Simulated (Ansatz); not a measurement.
**VInS3 (model cell, started as cubic perovskite with V in the octahedra): phonons and vibrational spectra**

The cell of VInS3 (model cell, started as cubic perovskite with V in the octahedra) is at rest. What are its phonons? After the zone centre comes a 4×4×4 q mesh on a 8×8×8 k mesh.

Program: Ansatz 0.2.0. Level of theory: DFT PBEsol, scalar-relativistic, plane waves, PAW; PAW set soft_1. Results are calculated unless marked as measured.

The structure was built from a prototype and need not be the compound's stable phase.

## (1) The starting structure

It takes space group Pm-3m (No. 221, cubic). Conventional cell: a = 4.579 Å, b = 4.579 Å, c = 4.579 Å, α = 90.00°, β = 90.00°, γ = 90.00°. In has 12 S at 3.24 Å nearest. Nearest to V lie 6 S at 2.29 Å. S has 2 V at 2.29 Å and 4 In at 3.24 Å nearest. Farther neighbours and most contacts between anions are not listed.

## (2) Linear response at the zone centre

The cell comes from relaxations at this level that are not shown. The zone centre comes first: it holds the modes that light can see, as far as symmetry allows. No field response is asked, since the mesh shows no gap.

Contents of input.yaml:

```yaml
crystal:
  lattice:
    - [4.5791567302, 0.0, 0.0]
    - [0.0, 4.5791567302, 0.0]
    - [0.0, 0.0, 4.5791567302]
  atoms:
    - { symbol: In, position: [0.0, 0.0, 0.0] }
    - { symbol: V, position: [0.5, 0.5, 0.5] }
    - { symbol: S, position: [0.5, 0.5, 0.0] }
    - { symbol: S, position: [0.5, 0.0, 0.5] }
    - { symbol: S, position: [0.0, 0.5, 0.5] }
kpoints:
  mp_grid: { grid: [8, 8, 8] }
hamiltonian:
  xc: pbesol
  pseudopotentials: { kind: paw, azcp: { folder: soft_1 }, xc_functional: pbe }
scf:
  occupations: { method: methfessel_paxton, width: 0.2 }
output:
  eigenvalues: true
phonons:
  method: dfpt
```

Started as:

```console
$ ansatz run input.yaml --threads 4 --pin off --max-ram 16384MiB --backend cpu --events-out ev --progress --plain --runs-dir out
```

Numbers of over 12 decimals in the logs are rounded to 6 here.

What it wrote:

```text
zone centre: on kpoints.mp_grid the ground state, and the responses unless they are solved on pairs of k-points, stand on 125 of the mesh's 512 k-points, reduced under 8 symmetry operations, with k and −k counted as one. Each operation leaves every solved displacement unchanged or reverses it
Engine: ansatz 0.2.0, aarch64-unknown-linux-gnu
Pseudopotentials: kind: paw
Pseudopotential: In, paw, valence charge 13, recommended cutoff 420 eV (normal), soft_1/In.paw.azcp
Pseudopotential: V, paw, valence charge 13, recommended cutoff 420 eV (normal), soft_1/V.paw.azcp
Pseudopotential: S, paw, valence charge 6, recommended cutoff 420 eV (normal), soft_1/S.paw.azcp
Functional definition: PBEsol
  exchange = pbesol_x
  correlation = pbesol_c
Crystal: 5 atoms, lattice volume = 96.019 Å³
Basis set: ecut = 420 eV, 1863 PW (Γ), exchange–correlation on 64×64×64 points (8 copies of the dense FFT grid, shifted against one another)
Bands: 27, of which v1, the nominal top of the filled ones, is band 22 counted from 1 (21 counted from 0)
Symmetry: 48 space group operations
k-points: 125 of 512 (irreducible under 8 space group operations)
Non-local potential: In, projectors of the file, l = 0: 2, l = 1: 2, l = 2: 2, l = 3: 1
Non-local potential: V, projectors of the file, l = 0: 3, l = 1: 2, l = 2: 3, l = 3: 1
Non-local potential: S, projectors of the file, l = 0: 2, l = 1: 2, l = 2: 1
PAW form: soft (Blöchl's): semilocal exchange-correlation on the pseudo side does not see the compensation charge
PAW frozen core: In, regenerated for the run's functional, and the local potential with it (the file was generated under x = pbe(κ = 0.804, μ = 0.219515), c = pbe(β = 0.066725))
PAW frozen core: V, regenerated for the run's functional, and the local potential with it (the file was generated under x = pbe(κ = 0.804, μ = 0.219515), c = pbe(β = 0.066725))
PAW frozen core: S, regenerated for the run's functional, and the local potential with it (the file was generated under x = pbe(κ = 0.804, μ = 0.219515), c = pbe(β = 0.066725))
PAW one-centre angular grid: In, 590 points (default); XC on 64 Gauss nodes
PAW one-centre angular grid: V, 590 points (default); XC on 64 Gauss nodes
PAW one-centre angular grid: S, 110 points (default); XC on 64 Gauss nodes
Initial density: superposition of atomic densities (chi_scale 0.1, normalization cell, long waves kept (reshape's long-wave potential 0.00 eV rms))
Initial wavefunctions: pseudopotential atomic-orbital guess
Functional: x = pbesol(κ = 0.804, μ = 0.123457), c = pbesol(β = 0.046)
SCF iter   1: F=—  HF=-11068.973007 eV  |F-HF|=—  |Δ(HF+E_count)|=         —  Δρ=1.11e-1  dr2=2.20e1  ethr=3.10e-3  ⟨swp⟩=7.8  Hψ=35960  notcnv=0  defer=6
automatic band count: the SCF goes on with 32 bands, as 27 were too few: the levels above may hold too much charge
preconditioner: auto → Kerker (q_TF=auto, 2.396 Å⁻¹)  [metal: Δε(μ)=0.013 eV  Ē_g=11.199 eV  σ=0.200 eV  W_gap=0.05  n_scr=26 (ndim 8)  ℏωp=22.7 eV  f_vac=0.000  D(μ)=5.23/eV (n_scr^D=56)]
SCF iter   2: F=—  HF=-11067.981210 eV  |F-HF|=—  |Δ(HF+E_count)|=   9.92e-1  S|Δr|=    0.00e0  Δρ=5.74e-2  dr2=6.55e0  ethr=3.10e-3  ⟨swp⟩=2.0  Hψ=5369  notcnv=0  defer=101
SCF iter   3: F=—  HF=-11067.479098 eV  |F-HF|=—  |Δ(HF+E_count)|=   5.02e-1  S|Δr|=    0.00e0  Δρ=1.06e-2  dr2=2.31e-1  ethr=3.10e-3  ⟨swp⟩=2.1  Hψ=4912  notcnv=0  defer=95
SCF iter   4: F=—  HF=-11067.465281 eV  |F-HF|=—  |Δ(HF+E_count)|=   1.38e-2  S|Δr|=    0.00e0  Δρ=3.12e-3  dr2=9.41e-3  ethr=5.25e-4  ⟨swp⟩=1.0  Hψ=4979  notcnv=0  defer=237
SCF iter   5: F=—  HF=-11067.464599 eV  |F-HF|=—  |Δ(HF+E_count)|=   6.82e-4  S|Δr|=    0.00e0  Δρ=9.78e-4  dr2=1.21e-3  ethr=2.14e-5  ⟨swp⟩=1.6  Hψ=4004  notcnv=0  defer=237
SCF iter   6: F=—  HF=-11067.464521 eV  |F-HF|=—  |Δ(HF+E_count)|=   7.82e-5  S|Δr|=    0.00e0  Δρ=4.25e-4  dr2=2.19e-4  ethr=2.76e-6  ⟨swp⟩=2.3  Hψ=5230  notcnv=0  defer=237
SCF iter   7: F=—  HF=-11067.464502 eV  |F-HF|=—  |Δ(HF+E_count)|=   1.83e-5  S|Δr|=    0.00e0  Δρ=1.01e-4  dr2=1.15e-5  ethr=4.98e-7  ⟨swp⟩=1.8  Hψ=4480  notcnv=0  defer=237
SCF iter   8: F=—  HF=-11067.464503 eV  |F-HF|=—  |Δ(HF+E_count)|=   6.07e-7  S|Δr|=    0.00e0  Δρ=2.72e-5  dr2=1.03e-6  ethr=2.62e-8  ⟨swp⟩=2.2  Hψ=5764  notcnv=0  defer=237
SCF iter   9: F=—  HF=-11067.464503 eV  |F-HF|=—  |Δ(HF+E_count)|=   2.85e-7  S|Δr|=    0.00e0  Δρ=3.65e-6  dr2=1.55e-8  ethr=2.35e-9  ⟨swp⟩=1.6  Hψ=4207  notcnv=0  defer=237
SCF iter  10: F=—  HF=-11067.464503 eV  |F-HF|=—  |Δ(HF+E_count)|=   1.40e-9  S|Δr|=    0.00e0  Δρ=7.71e-7  dr2=9.51e-10  ethr=3.53e-11  ⟨swp⟩=2.4  Hψ=6037  notcnv=0  defer=237
SCF iter  11: F=—  HF=-11067.464503 eV  |F-HF|=—  |Δ(HF+E_count)|=  2.00e-11  S|Δr|=    0.00e0  Δρ=2.29e-7  dr2=5.81e-11  ethr=2.16e-12  ⟨swp⟩=2.0  Hψ=5837  notcnv=0  defer=237
SCF iter  12: F=-11067.464503 eV  HF=-11067.464503 eV  |F-HF|=3.64e-12  |Δ(HF+E_count)|=  2.00e-11  S|Δr|=    0.00e0  Δρ=3.71e-8  dr2=1.43e-12  ethr=1.00e-12  ⟨swp⟩=13.4  Hψ=21392  notcnv=0
SCF 1 converged in 12 iterations: F = -11067.464503 eV  dr2 = 1.43e-12
  greatest PAW one-centre occupation: 1.000 electrons in one spin orbital (limit 2), on the V atom at site 1 (counted from 0), in its partial waves of l = 0
DFPT response loops at Γ: preconditioner auto → Kerker (q_TF=auto, 2.396 Å⁻¹) (partly filled bands, converged f_vac=0.000); β = 1.00, the filter's whole step (`scf.mixing.beta` (0.50) is not read by the response loops under this deck's `scf.mixing.preconditioner`; to damp them name `kerker` or `kerker_dos`, under which they read `scf.mixing.beta`, and type it under 1.00, their step now; both keys bind the ground state too); Broyden in place of MSR1
SCF converged after 12 iterations
Stability not checked: this state was not tested for a lower state beside it, because cold or Methfessel-Paxton smearing, or corrected tetrahedra, fill the levels in a way that the test cannot read (fill_not_monotonic; see scf.lower_state_search)
Free energy (F): -11067.464503 eV
Harris-Foulkes:  -11067.464503 eV  (|F-HF|=3.64e-12)
Internal energy: -11067.445656 eV  (E = F + TS)
E sigma→0 (E₀):  -11067.459791 eV
Entropy (-TS):   -0.018847 eV (-3.769 meV/atom)
Fermi energy:    8.750439 eV
--- Per-component energies (eV) ---
  E_band       = -249.840566
  E_kinetic    = 827.299030
  E_local      = -2936.281215  (includes V_loc(G=0)·N_el)
  E_nonlocal   = 514.295101
  E_hartree    = 1168.867713
  E_xc         = -520.904226
  E_vxc        = -483.332874  (∫ρ·V_xc dr)
  E_paw        = -7008.401444  (= ΣΔE_a)
  E_vpaw       = -509.557134  (= ΣTr[D̂ρ^β])
  E_aug_tail   = 0.001108  (compensation charges beyond the density's cutoff)
  E_ewald      = -3112.893153
  E_core_change = 0.571431  (= ΣΔE_core)
  E_smearing   = -0.018847  (= −TS)
  E_closure    = -0.000000  (closes the sum)
  Σ components = -11067.464503   (vs F -11067.464503, Δ=0.00e0)
--- Band table (eV; the first three rows and the last of 125) ---
  k-point 0: bands = [... 18 lower, 7.4046, 7.8562, 7.8562, 7.8562, 8.1432, 8.1432, 8.1432, 9.3319, ... 6 higher]
  k-point 1: bands = [... 18 lower, 7.3028, 7.7559, 7.8610, 7.8936, 7.8936, 8.6144, 8.6144, 9.3387, ... 6 higher]
  k-point 2: bands = [... 18 lower, 7.0781, 7.8728, 7.9704, 7.9704, 7.9916, 9.2363, 9.2363, 9.3514, ... 6 higher]
  k-point 124: bands = [... 18 lower, 5.2562, 9.0711, 9.0711, 9.0711, 9.6338, 9.6338, 9.6338, 14.2090, ... 6 higher]
--- Phonons (Γ-DFPT): 4 representative perturbations + reference, on 125 of 512 k-points (Σ response iterations 12) ---
  k mesh reduced under 8 symmetry operations, with k and −k counted as one. Each operation leaves every solved displacement unchanged or reverses it
  ASR residual: 1.817e-5 → 0.000e0 eV/Å²; symmetrization residual: 7.889e-6 eV/Å²
  ASR residual per site (eV/Å²): 1.62e-5 1.82e-5 1.08e-5 1.08e-5 1.08e-5
  Γ frequencies (cm⁻¹): -76.80 -76.80 -76.80 0.00 0.00 0.00 58.48 58.48 58.48 71.36 71.36 71.36 331.87 331.87 331.87
  non-analytic LO–TO correction: not included (Born effective charges unavailable; polar crystals: no LO–TO splitting at Γ)
```

Elapsed: 44 s, on 4 threads of Arm Neoverse V1, shared host; peak memory 1.4 GiB.

This run has no spin polarisation, although V can carry a moment.

This step gave:

```
volume per atom                                         : 19.20 Å³
gap on the k-mesh                                       : 0 eV
sum-rule residual before enforcement                    : 1.82e-5 eV/Å²
point group                                             : m-3m
highest optical mode at the zone centre (no LO-TO term) : 331.9 cm⁻¹
lowest optical zone-centre mode                         : -76.8 cm⁻¹
```

Patterns of degenerate modes are one choice out of their space. Modes at Γ, with each element's share of the kinetic energy (negative means imaginary):

```csv
mode,frequency (cm⁻¹),symmetry,In %,V %,S %
1,-76.8,T1u,23,10,67
2,-76.8,T1u,23,10,67
3,-76.8,T1u,23,10,67
4,0.0,acoustic,44,19,37
5,0.0,acoustic,44,19,37
6,0.0,acoustic,44,19,37
7,58.5,T1u,33,59,8
8,58.5,T1u,33,59,8
9,58.5,T1u,33,59,8
10,71.4,T2u,0,0,100
11,71.4,T2u,0,0,100
12,71.4,T2u,0,0,100
13,331.9,T1u,0,11,89
14,331.9,T1u,0,11,89
15,331.9,T1u,0,11,89
```

Displacements in mode 3 (-76.8 cm⁻¹), the largest set to 1:
```
In1 -0.09 -0.15 -0.45
V2  -0.09 -0.15 -0.45
S3   0.19  0.33  0.33
S4   0.19  0.11  1.00
S5   0.06  0.33  1.00
```

Displacements in mode 7 (58.5 cm⁻¹), the largest set to 1:
```
In1  0.01  0.27 -0.50
V2  -0.02 -0.55  1.00
S3   0.00  0.06  0.42
S4   0.00 -0.23 -0.12
S5  -0.01  0.06 -0.12
```

Before it was imposed, the acoustic sum rule was missed by 1.8e-5 eV/Å². Small misses are needed for a sound result but don't prove that mesh and cutoff are converged. The lowest optical mode is imaginary, 76.8i cm⁻¹, so the energy falls along it.

(Part 1 of 2 ends here.)

[Logs are printed without paths, hosts, clocks, repeated set-up lines and the standing remarks that a program may print on its own settings, such as how far it seeks lower states.]

[Hosts, paths, dates, database ids (printed as entryN), source tags and the programs' standing remarks are cut or masked in the printed files.]
